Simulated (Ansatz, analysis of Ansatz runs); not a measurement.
**A hop of Li in Li2SnF6 (P-31m), charge 0**

How high is the barrier when Li changes place in Li2SnF6 (P-31m)? The case: Li_i by the interstitialcy path, charge 0, in a cell of 72 host atoms with 1 Li put in.

Method: plane-wave PAW DFT, PBEsol; nudged elastic band between two relaxed defect structures, in Ansatz 0.2.0.

**1. Starting point**

The cell holds 73 atoms: 17 Li, 8 Sn and 48 F. Cell: a = 9.926 Å, b = 9.926 Å, c = 9.129 Å, α = 90.0°, β = 90.0°, γ = 120.0°. It derives from Li2SnF6 (space group P-31m). Nearest the centre at fractional (0.333, 0.167, 0.348): Li73 at 0.89 Å, Li1 at 0.89 Å, F5 at 1.69 Å, F7 at 1.69 Å, F45 at 1.69 Å, F4 at 2.62 Å, F44 at 2.62 Å, F6 at 2.62 Å.

The cell's shortest repeat is 9.1 Å.

**2. Relaxation of the start point, charge 0**

The ends come first: from an unrelaxed start the top is counted from too high an energy, and the barrier comes out too low. Small random displacements break the symmetry of the ideal sites, so that the defect can distort if it gains by it. The cell holds an odd number of electrons, so the run is spin-polarised with the moment held at 1 μB.

q0_M1.start/input.yaml reads:

```yaml
crystal:
  lattice:
    - [9.92600377, 6.0e-08, 0.0]
    - [-4.96300194, 8.5961714, 0.0]
    - [0.0, 0.0, 9.1294056]
  atoms:
    - { symbol: Li, position: [0.33333333, 0.16666667, 0.25] }
    - { symbol: Li, position: [0.16666667, 0.33333333, 0.25] }
    - { symbol: Sn, position: [0.0, 0.0, 0.0] }
    - { symbol: F, position: [0.16302591, 0.16302591, 0.12665251] }
    - { symbol: F, position: [0.33697409, 0.33697409, 0.37334749] }
    - { symbol: F, position: [0.33697409, 0.0, 0.12665251] }
    - { symbol: F, position: [0.16302591, 0.0, 0.37334749] }
    - { symbol: F, position: [0.0, 0.33697409, 0.12665251] }
    - { symbol: F, position: [0.0, 0.16302591, 0.37334749] }
    - { symbol: Li, position: [0.33333333, 0.16666667, 0.75] }
    - { symbol: Li, position: [0.16666667, 0.33333333, 0.75] }
    - { symbol: Sn, position: [0.0, 0.0, 0.5] }
    - { symbol: F, position: [0.16302591, 0.16302591, 0.62665251] }
    - { symbol: F, position: [0.33697409, 0.33697409, 0.87334749] }
    - { symbol: F, position: [0.33697409, 0.0, 0.62665251] }
    - { symbol: F, position: [0.16302591, 0.0, 0.87334749] }
    - { symbol: F, position: [0.0, 0.33697409, 0.62665251] }
    - { symbol: F, position: [0.0, 0.16302591, 0.87334749] }
    - { symbol: Li, position: [0.33333333, 0.66666667, 0.25] }
    - { symbol: Li, position: [0.16666667, 0.83333333, 0.25] }
    - { symbol: Sn, position: [0.0, 0.5, 0.0] }
    - { symbol: F, position: [0.16302591, 0.66302591, 0.12665251] }
    - { symbol: F, position: [0.33697409, 0.83697409, 0.37334749] }
    - { symbol: F, position: [0.33697409, 0.5, 0.12665251] }
    - { symbol: F, position: [0.16302591, 0.5, 0.37334749] }
    - { symbol: F, position: [0.0, 0.83697409, 0.12665251] }
    - { symbol: F, position: [0.0, 0.66302591, 0.37334749] }
    - { symbol: Li, position: [0.33333333, 0.66666667, 0.75] }
    - { symbol: Li, position: [0.16666667, 0.83333333, 0.75] }
    - { symbol: Sn, position: [0.0, 0.5, 0.5] }
    - { symbol: F, position: [0.16302591, 0.66302591, 0.62665251] }
    - { symbol: F, position: [0.33697409, 0.83697409, 0.87334749] }
    - { symbol: F, position: [0.33697409, 0.5, 0.62665251] }
    - { symbol: F, position: [0.16302591, 0.5, 0.87334749] }
    - { symbol: F, position: [0.0, 0.83697409, 0.62665251] }
    - { symbol: F, position: [0.0, 0.66302591, 0.87334749] }
    - { symbol: Li, position: [0.83333333, 0.16666667, 0.25] }
    - { symbol: Li, position: [0.66666667, 0.33333333, 0.25] }
    - { symbol: Sn, position: [0.5, 0.0, 0.0] }
    - { symbol: F, position: [0.66302591, 0.16302591, 0.12665251] }
    - { symbol: F, position: [0.83697409, 0.33697409, 0.37334749] }
    - { symbol: F, position: [0.83697409, 0.0, 0.12665251] }
    - { symbol: F, position: [0.66302591, 0.0, 0.37334749] }
    - { symbol: F, position: [0.5, 0.33697409, 0.12665251] }
    - { symbol: F, position: [0.5, 0.16302591, 0.37334749] }
    - { symbol: Li, position: [0.83333333, 0.16666667, 0.75] }
    - { symbol: Li, position: [0.66666667, 0.33333333, 0.75] }
    - { symbol: Sn, position: [0.5, 0.0, 0.5] }
    - { symbol: F, position: [0.66302591, 0.16302591, 0.62665251] }
    - { symbol: F, position: [0.83697409, 0.33697409, 0.87334749] }
    - { symbol: F, position: [0.83697409, 0.0, 0.62665251] }
    - { symbol: F, position: [0.66302591, 0.0, 0.87334749] }
    - { symbol: F, position: [0.5, 0.33697409, 0.62665251] }
    - { symbol: F, position: [0.5, 0.16302591, 0.87334749] }
    - { symbol: Li, position: [0.83333333, 0.66666667, 0.25] }
    - { symbol: Li, position: [0.66666667, 0.83333333, 0.25] }
    - { symbol: Sn, position: [0.5, 0.5, 0.0] }
    - { symbol: F, position: [0.66302591, 0.66302591, 0.12665251] }
    - { symbol: F, position: [0.83697409, 0.83697409, 0.37334749] }
    - { symbol: F, position: [0.83697409, 0.5, 0.12665251] }
    - { symbol: F, position: [0.66302591, 0.5, 0.37334749] }
    - { symbol: F, position: [0.5, 0.83697409, 0.12665251] }
    - { symbol: F, position: [0.5, 0.66302591, 0.37334749] }
    - { symbol: Li, position: [0.83333333, 0.66666667, 0.75] }
    - { symbol: Li, position: [0.66666667, 0.83333333, 0.75] }
    - { symbol: Sn, position: [0.5, 0.5, 0.5] }
    - { symbol: F, position: [0.66302591, 0.66302591, 0.62665251] }
    - { symbol: F, position: [0.83697409, 0.83697409, 0.87334749] }
    - { symbol: F, position: [0.83697409, 0.5, 0.62665251] }
    - { symbol: F, position: [0.66302591, 0.5, 0.87334749] }
    - { symbol: F, position: [0.5, 0.83697409, 0.62665251] }
    - { symbol: F, position: [0.5, 0.66302591, 0.87334749] }
    - { symbol: Li, position: [0.333333, 0.166667, 0.445669] }
basis:
  ecutwfc: 420
  xc_grid: 2
hamiltonian:
  xc: pbesol
kpoints:
  mp_grid: { grid: [1, 1, 1], shift: [0.25, 0.25, 0.25] }
magnetization:
  spin_polarized: true
  initial_magnetization: 1
  spin_locking: { lock_magnetization: hard }
scf:
  occupations: { method: fixed }
  max_iter: 120
output:
  forces: true
relax:
  f_tol: 0.02
  max_steps: 70
  random_displacement: { amplitude: 0.03, seed: 4113 }
```

Command:

```console
$ ansatz run input.yaml --threads 4 --pin off --max-ram 14131MiB --backend cpu --events-out ev --progress --plain --runs-dir out
```

The program printed:

```text
The last accepted step is kept in <dir> (removed where the run ends without a failure and the disk answers)
Engine: ansatz 0.2.0, aarch64-unknown-linux-gnu
Pseudopotentials: kind: paw
Pseudopotential: Li, paw, valence charge 3, recommended cutoff 420 eV (normal), Li.paw.azcp
Pseudopotential: Sn, paw, valence charge 14, recommended cutoff 420 eV (normal), Sn.paw.azcp
Pseudopotential: F, paw, valence charge 7, recommended cutoff 420 eV (normal), F.paw.azcp
Functional definition: PBEsol
  exchange = pbesol_x
  correlation = pbesol_c
Crystal: 73 atoms, lattice volume = 778.972 Å³
Basis set: ecut = 420 eV, 15259 PW (Γ), exchange–correlation on 144×144×128 points (8 copies of the dense FFT grid, shifted against one another)
Bands: 323, of which v1, the nominal top of the filled ones, is band 250 counted from 1 (249 counted from 0)
Symmetry: 1 space group operations
k-points: 1
Non-local potential: Li, projectors of the file, l = 0: 3, l = 1: 2, l = 2: 1
Non-local potential: Sn, projectors of the file, l = 0: 2, l = 1: 2, l = 2: 2, l = 3: 2
Non-local potential: F, projectors of the file, l = 0: 2, l = 1: 2, l = 2: 1
PAW form: soft (Blöchl's): semilocal exchange-correlation on the pseudo side does not see the compensation charge
PAW frozen core: Sn, regenerated for the run's functional, and the local potential with it (the file was generated under x = pbe(κ = 0.804, μ = 0.219515), c = pbe(β = 0.066725))
PAW frozen core: F, regenerated for the run's functional, and the local potential with it (the file was generated under x = pbe(κ = 0.804, μ = 0.219515), c = pbe(β = 0.066725))
PAW one-centre angular grid: Li, 110 points (default); XC on 64 Gauss nodes
PAW one-centre angular grid: Sn, 590 points (default); XC on 64 Gauss nodes
PAW one-centre angular grid: F, 110 points (default); XC on 64 Gauss nodes
Initial density: superposition of atomic densities (chi_scale 0.1, normalization cell, long waves kept (reshape's long-wave potential 0.29 eV rms))
Starting moments: Σ|m| = 1 μB on 73 of 73 sites
Initial wavefunctions: pseudopotential atomic-orbital guess
Functional: x = pbesol(κ = 0.804, μ = 0.123457), c = pbesol(β = 0.046)
SCF iter   1: F=—  HF=-89553.215124 eV  |F-HF|=—  |Δ(HF+E_count)|=         —  Δρ=4.65e-2 (↑4.46e-2 ↓4.65e-2)  dr2=4.51e1  dr2_m=5.33e-2  M=1.000 μB ∫|m|=1.053 μB  β_m=0.30  ethr=3.10e-3  ⟨swp⟩=4.0  Hψ=2202  notcnv=0  defer=142
preconditioner: auto → Resta (q_TF=auto, 2.533 Å⁻¹)  ε∞=3.1  [insulator: Δε(μ)=0.246 eV  Ē_g=17.763 eV  n_scr=216 (ndim 8)  ℏωp=25.9 eV  f_vac=0.005  ε∞_Penn≈3.1]
spin=Collinear: Resta preconditioning applied to the charge; magnetization (m = ρ↑ − ρ↓) channel mixes plain (no charge-response kernel on spin).
SCF iter   2: F=—  HF=-89541.794471 eV  |F-HF|=—  |Δ(HF+E_count)|=    1.14e1  Δρ=2.94e-2 (↑2.79e-2 ↓2.94e-2)  dr2=1.89e1  dr2_m=1.98e-2  M=1.000 μB ∫|m|=1.060 μB  β_m=0.55  ethr=3.10e-3  ⟨swp⟩=2.0  Hψ=1142  notcnv=0  defer=132
SCF iter   3: F=—  HF=-89533.664287 eV  |F-HF|=—  |Δ(HF+E_count)|=    8.13e0  Δρ=6.61e-3 (↑6.61e-3 ↓6.61e-3)  dr2=1.29e0  dr2_m=4.26e-3  M=1.000 μB ∫|m|=1.080 μB  β_m=0.59  ethr=3.10e-3  ⟨swp⟩=2.0  Hψ=984  notcnv=0  defer=140
SCF iter   4: F=—  HF=-89533.179300 eV  |F-HF|=—  |Δ(HF+E_count)|=   4.85e-1  Δρ=2.58e-3 (↑2.58e-3 ↓1.88e-3)  dr2=1.87e-1  dr2_m=4.30e-3  M=1.000 μB ∫|m|=1.088 μB  β_m=0.66  ethr=2.59e-4  ⟨swp⟩=2.0  Hψ=1035  notcnv=0  defer=140
SCF iter   5: F=—  HF=-89533.189356 eV  |F-HF|=—  |Δ(HF+E_count)|=   1.01e-2  Δρ=2.64e-3 (↑2.64e-3 ↓1.05e-3)  dr2=1.28e-1  dr2_m=8.16e-3  M=1.000 μB ∫|m|=1.090 μB  β_m=0.58  ethr=3.74e-5  ⟨swp⟩=2.5  Hψ=984  notcnv=0  defer=143
SCF iter   6: F=—  HF=-89533.181232 eV  |F-HF|=—  |Δ(HF+E_count)|=   8.12e-3  Δρ=7.20e-4 (↑7.20e-4 ↓4.69e-4)  dr2=1.16e-2  dr2_m=4.69e-4  M=1.000 μB ∫|m|=1.088 μB  β_m=0.69  ethr=2.56e-5  ⟨swp⟩=2.0  Hψ=892  notcnv=0  defer=143
SCF iter   7: F=—  HF=-89533.185274 eV  |F-HF|=—  |Δ(HF+E_count)|=   4.04e-3  Δρ=6.03e-4 (↑6.03e-4 ↓2.99e-4)  dr2=5.90e-3  dr2_m=3.52e-4  M=1.000 μB ∫|m|=1.088 μB  β_m=0.57  ethr=2.32e-6  ⟨swp⟩=2.0  Hψ=1056  notcnv=0  defer=143
SCF iter   8: F=—  HF=-89533.184739 eV  |F-HF|=—  |Δ(HF+E_count)|=   5.35e-4  Δρ=9.03e-5 (↑9.03e-5 ↓7.42e-5)  dr2=1.84e-4  dr2_m=5.57e-6  M=1.000 μB ∫|m|=1.088 μB  β_m=0.69  ethr=1.18e-6  ⟨swp⟩=2.0  Hψ=979  notcnv=0  defer=139
SCF iter   9: F=—  HF=-89533.184943 eV  |F-HF|=—  |Δ(HF+E_count)|=   2.04e-4  Δρ=4.70e-5 (↑4.70e-5 ↓3.95e-5)  dr2=4.08e-5  dr2_m=6.09e-7  M=1.000 μB ∫|m|=1.088 μB  β_m=0.71  ethr=3.69e-8  ⟨swp⟩=2.0  Hψ=979  notcnv=0  defer=143
SCF iter  10: F=—  HF=-89533.184974 eV  |F-HF|=—  |Δ(HF+E_count)|=   3.12e-5  Δρ=2.53e-5 (↑2.53e-5 ↓2.22e-5)  dr2=1.15e-5  dr2_m=1.37e-7  M=1.000 μB ∫|m|=1.088 μB  β_m=0.67  ethr=2.00e-9  ⟨swp⟩=4.0  Hψ=1796  notcnv=0
SCF iter  11: F=-89533.184981 eV  HF=-89533.184980 eV  |F-HF|=5.09e-7  |Δ(HF+E_count)|=   5.84e-6  Δρ=5.18e-6 (↑5.18e-6 ↓4.18e-6)  dr2=5.70e-7  dr2_m=9.56e-9  M=1.000 μB ∫|m|=1.088 μB  ethr=2.00e-9  ⟨swp⟩=3.0  Hψ=1442  notcnv=0
SCF 1 converged in 11 iterations: F = -89533.184981 eV  dr2 = 5.70e-7
  greatest PAW one-centre occupation: 1.000 electrons in one spin orbital (limit 2), on the Li atom at site 72 (counted from 0), in its partial waves of l = 0
relax step   1: F+E_penalty+E_count = -89533.18498076 eV  Δ(F+E_penalty+E_count) = +0.000e0 eV  max|allowed force component| = 3.051e0 eV/Å  Δτ_max = 0.0000 Å  (11 SCF iters, dr2 threshold 1.00e-5 eV, accepted)
[... the SCF cycles and remarks between the steps are left out from here to the last step ...]
relax step   2: F+E_penalty+E_count = -89534.39646665 eV  Δ(F+E_penalty+E_count) = -1.211e0 eV  max|allowed force component| = 2.361e0 eV/Å  Δτ_max = 0.0895 Å  (7 SCF iters, dr2 threshold 1.00e-4 eV, accepted)
relax step   3: F+E_penalty+E_count = -89535.05775329 eV  Δ(F+E_penalty+E_count) = -6.613e-1 eV  max|allowed force component| = 1.179e0 eV/Å  Δτ_max = 0.1956 Å  (7 SCF iters, dr2 threshold 1.00e-4 eV, accepted)
relax step   4: F+E_penalty+E_count = -89535.33173829 eV  Δ(F+E_penalty+E_count) = -2.740e-1 eV  max|allowed force component| = 4.665e-1 eV/Å  Δτ_max = 0.2000 Å  (7 SCF iters, dr2 threshold 1.00e-4 eV, accepted)
relax step   5: F+E_penalty+E_count = -89535.47476890 eV  Δ(F+E_penalty+E_count) = -1.430e-1 eV  max|allowed force component| = 3.254e-1 eV/Å  Δτ_max = 0.1154 Å  (6 SCF iters, dr2 threshold 3.40e-5 eV, accepted)
relax step   6: F+E_penalty+E_count = -89535.48593492 eV  Δ(F+E_penalty+E_count) = -1.117e-2 eV  max|allowed force component| = 3.573e-1 eV/Å  Δτ_max = 0.0658 Å  (6 SCF iters, dr2 threshold 1.66e-5 eV, accepted)
relax step   7: F+E_penalty+E_count = -89535.54918960 eV  Δ(F+E_penalty+E_count) = -6.325e-2 eV  max|allowed force component| = 1.339e-1 eV/Å  Δτ_max = 0.0384 Å  (5 SCF iters, dr2 threshold 6.21e-5 eV, accepted)
relax step   8: F+E_penalty+E_count = -89535.54408764 eV  Δ(F+E_penalty+E_count) = +5.102e-3 eV  max|allowed force component| = 1.731e-1 eV/Å  Δτ_max = 0.0448 Å  (7 SCF iters, dr2 threshold 2.52e-6 eV, rejected (line search))
relax step   9: F+E_penalty+E_count = -89535.55876388 eV  Δ(F+E_penalty+E_count) = -9.574e-3 eV  max|allowed force component| = 4.409e-2 eV/Å  Δτ_max = 0.0218 Å  (8 SCF iters, accepted)
SCF iter   1: F=—  HF=-89535.561213 eV  |F-HF|=—  |Δ(HF+E_count)|=         —  Δρ=4.62e-4 (↑4.15e-4 ↓4.62e-4)  dr2=3.10e-3  dr2_m=5.05e-5  M=1.000 μB ∫|m|=1.108 μB  β_m=0.30  ethr=3.95e-6  ⟨swp⟩=3.0  Hψ=1157  notcnv=0  defer=143
SCF iter   2: F=—  HF=-89535.560815 eV  |F-HF|=—  |Δ(HF+E_count)|=   3.98e-4  Δρ=3.08e-4 (↑2.73e-4 ↓3.08e-4)  dr2=1.32e-3  dr2_m=2.45e-5  M=1.000 μB ∫|m|=1.108 μB  β_m=0.55  ethr=6.21e-7  ⟨swp⟩=2.0  Hψ=718  notcnv=0  defer=141
SCF iter   3: F=—  HF=-89535.560669 eV  |F-HF|=—  |Δ(HF+E_count)|=   1.45e-4  Δρ=6.17e-5 (↑5.77e-5 ↓6.17e-5)  dr2=9.85e-5  dr2_m=1.10e-6  M=1.000 μB ∫|m|=1.108 μB  β_m=0.59  ethr=2.64e-7  ⟨swp⟩=2.0  Hψ=1009  notcnv=0  defer=132
SCF iter   4: F=—  HF=-89535.560424 eV  |F-HF|=—  |Δ(HF+E_count)|=   2.46e-4  Δρ=2.06e-5 (↑1.89e-5 ↓2.06e-5)  dr2=1.22e-5  dr2_m=3.78e-8  M=1.000 μB ∫|m|=1.108 μB  β_m=0.68  ethr=1.97e-8  ⟨swp⟩=2.0  Hψ=1013  notcnv=0  defer=132
SCF iter   5: F=—  HF=-89535.560423 eV  |F-HF|=—  |Δ(HF+E_count)|=   9.46e-7  Δρ=5.84e-6 (↑5.58e-6 ↓5.84e-6)  dr2=6.57e-7  dr2_m=8.15e-9  M=1.000 μB ∫|m|=1.108 μB  β_m=0.77  ethr=2.45e-9  ⟨swp⟩=2.0  Hψ=1013  notcnv=0  defer=132
SCF iter   6: F=—  HF=-89535.560423 eV  |F-HF|=—  |Δ(HF+E_count)|=   3.37e-7  Δρ=3.21e-6 (↑2.92e-6 ↓3.21e-6)  dr2=1.79e-7  dr2_m=1.56e-9  M=1.000 μB ∫|m|=1.108 μB  β_m=0.71  ethr=2.00e-11  ⟨swp⟩=4.0  Hψ=1941  notcnv=0
SCF iter   7: F=-89535.560423 eV  HF=-89535.560423 eV  |F-HF|=9.90e-10  |Δ(HF+E_count)|=  8.44e-10  Δρ=1.05e-6 (↑1.04e-6 ↓1.05e-6)  dr2=2.20e-8  dr2_m=1.49e-10  M=1.000 μB ∫|m|=1.108 μB  ethr=2.00e-11  ⟨swp⟩=3.0  Hψ=1530  notcnv=0
SCF 10 converged in 7 iterations: F = -89535.560423 eV  dr2 = 2.20e-8
relax step  10: F+E_penalty+E_count = -89535.56042317 eV  Δ(F+E_penalty+E_count) = -1.659e-3 eV  max|allowed force component| = 1.615e-2 eV/Å  Δτ_max = 0.0160 Å  (7 SCF iters, accepted)
SCF converged after 7 iterations
Stability checked in part: among states of this total moment the steps that led to this state did not find it unstable. No probe was made; neither looks for a lower state of another moment (fixed_total_moment; see scf.lower_state_search)
Magnetization: 1.0000 μB (250.0000 up, 249.0000 down)
Absolute magnetization: 1.0384 μB (∫|ρ↑−ρ↓|, with the PAW one-centre terms)
Spin contamination: 0.0005 ħ² per cell (⟨S²⟩ above its minimum at these occupations)
Per-site moments (μB) at R_I (Å): [(0.000743031, 0.779696), (4.256204e-5, 0.821813), (0.000814061, 0.813167), [... 70 left out ...]
Free energy (F): -89535.560423 eV
Harris-Foulkes:  -89535.560423 eV  (|F-HF|=9.90e-10)
Internal energy: -89535.560423 eV  (E = F + TS)
E sigma→0 (E₀):  -89535.560423 eV
Fermi energy:    6.461738 (↑ 6.461738, ↓ 2.289349) eV
--- Per-component energies (eV) ---
  E_band       = -4209.766251
  E_kinetic    = 11798.302470
  E_local      = -37183.848286  (includes V_loc(G=0)·N_el)
  E_nonlocal   = 2766.155574
  E_hartree    = 15308.062092
  E_xc         = -6963.940902
  E_vxc        = -5852.910094  (∫ρ·V_xc dr)
  E_paw        = -42253.482594  (= ΣΔE_a)
  E_vpaw       = -6353.688355  (= ΣTr[D̂ρ^β])
  E_aug_tail   = 0.099324  (compensation charges beyond the density's cutoff)
  E_ewald      = -33011.224066
  E_core_change = 4.315965  (= ΣΔE_core)
  E_smearing   = -0.000000  (= −TS)
  E_closure    = 0.000000  (closes the sum)
  Σ components = -89535.560423   (vs F -89535.560423, Δ=0.00e0)
--- Forces (eV/Å), atoms counted from 1 ---
  atom   1  Li     0.00214435     0.00100427    -0.00753174
  atom   2  Li     0.00031436     0.00202016    -0.00083389
  [... 1 atom left out ...]
  atom   4  F     -0.00100076     0.00089274     0.00187917
  atom   5  F     -0.00199027     0.00199278     0.00183915
  atom   6  F     -0.00467537    -0.00127218     0.00177191
  atom   7  F     -0.00934664     0.00034062     0.00606396
  [... 30 atoms left out ...]
  atom  38  Li     0.00172224     0.00147831     0.00056089
  [... 5 atoms left out ...]
  atom  44  F     -0.00176316    -0.00059314     0.00068691
  atom  45  F     -0.00362951     0.00745837    -0.00356259
  [... 27 atoms left out ...]
  atom  73  Li     0.00401655    -0.00297842     0.00074680
  max |Σ_I F_I| component: 7.34e-5 eV/Å
--- Relaxed structure (10 steps of the walk, 9 accepted, 0 SCFs on fresh bases) ---
  F+E_penalty+E_count = -89535.56042317 eV   max|allowed force component| = 1.615e-2 eV/Å
  atoms:
    - { symbol: Li, position: [0.338249, 0.165281, 0.219321] }
    - { symbol: Li, position: [0.165916, 0.333562, 0.248804] }
    [... 1 atom left out ...]
    - { symbol: F, position: [0.164038, 0.163857, 0.123873] }
    - { symbol: F, position: [0.339446, 0.337286, 0.379710] }
    - { symbol: F, position: [0.334543, -0.003564, 0.119880] }
    - { symbol: F, position: [0.164707, 0.008383, 0.377888] }
    [... 30 atoms left out ...]
    - { symbol: Li, position: [0.662232, 0.330238, 0.255611] }
    [... 5 atoms left out ...]
    - { symbol: F, position: [0.502884, 0.339261, 0.123530] }
    - { symbol: F, position: [0.485156, 0.170178, 0.366873] }
    [... 27 atoms left out ...]
    - { symbol: Li, position: [0.336223, 0.164848, 0.499212] }
```

The job ended after 4 min (4 threads of Arm Neoverse V1, shared host; peak memory 2.5 GiB).

Reading the cycles: dr2 is the Hartree energy of the density residual (eV), the measure of convergence; HF is the Harris–Foulkes estimate of the energy, which meets the free energy F at convergence.

The steps of the relaxation:

```
step  energy less that of the first step (eV)  largest force component (eV/Å)
   1                                   0.0000                          3.0512
   2                                  -1.2115                          2.3606
   3                                  -1.8728                          1.1793
   4                                  -2.1468                          0.4665
   5                                  -2.2898                          0.3254
   6                                  -2.3010                          0.3573
   7                                  -2.3642                          0.1339
   8                                  -2.3591                          0.1731
   9                                  -2.3738                          0.0441
  10                                  -2.3754                          0.0161
```

Relaxation step 8 was tried and not accepted.

The atoms that moved most (Å, from the sites as typed, ahead of the random displacement, the mean shift of all atoms taken out):

```
atom      dx      dy      dz  length
Li73   0.034  -0.019   0.491   0.492
 Li1   0.052  -0.015  -0.278   0.283
Li10   0.040  -0.040   0.271   0.276
 F43   0.183  -0.009  -0.096   0.207
 F45  -0.186   0.058  -0.057   0.204
 F71   0.099  -0.154   0.081   0.201
 F15  -0.142   0.133   0.045   0.199
 F23  -0.050  -0.099  -0.084   0.139
```

Neighbours of Li73 at the end:

```
atom  distance (Å)
 F15         1.889
 F45         1.889
 F53         1.971
  F7         1.973
 F13         2.015
  F5         2.016
 Li1         2.555
Li10         2.558
```

Read from the output:

```
free energy                                                                                       : -89535.5604 eV
total moment                                                                                      : 1 μB
integral of the absolute spin density                                                             : 1.038 μB
spin contamination                                                                                : 4.52e-4
r.m.s. move of the farther half of the atoms                                                      : 0.04829 Å
largest move from the ideal geometry of this structure, a common shift of the far atoms taken out : 0.4973 Å
```

The relaxation gained 2.375 eV and ended with a largest force component of 0.016 eV/Å.

[end of part 1 of 4]

[Long decimals in the printed logs are rounded to 6 places.]

[Repeated set-up lines and some long k-point lines are left out of the logs, and relaxed atomic positions are cut to six decimals.]

[Logs are printed without paths, hosts, clocks, repeated set-up lines and the standing remarks that a program may print on its own settings, such as how far it seeks lower states.]

[Hosts, paths, dates, database ids (printed as entryN), source tags and the programs' standing remarks are cut or masked in the printed files.]
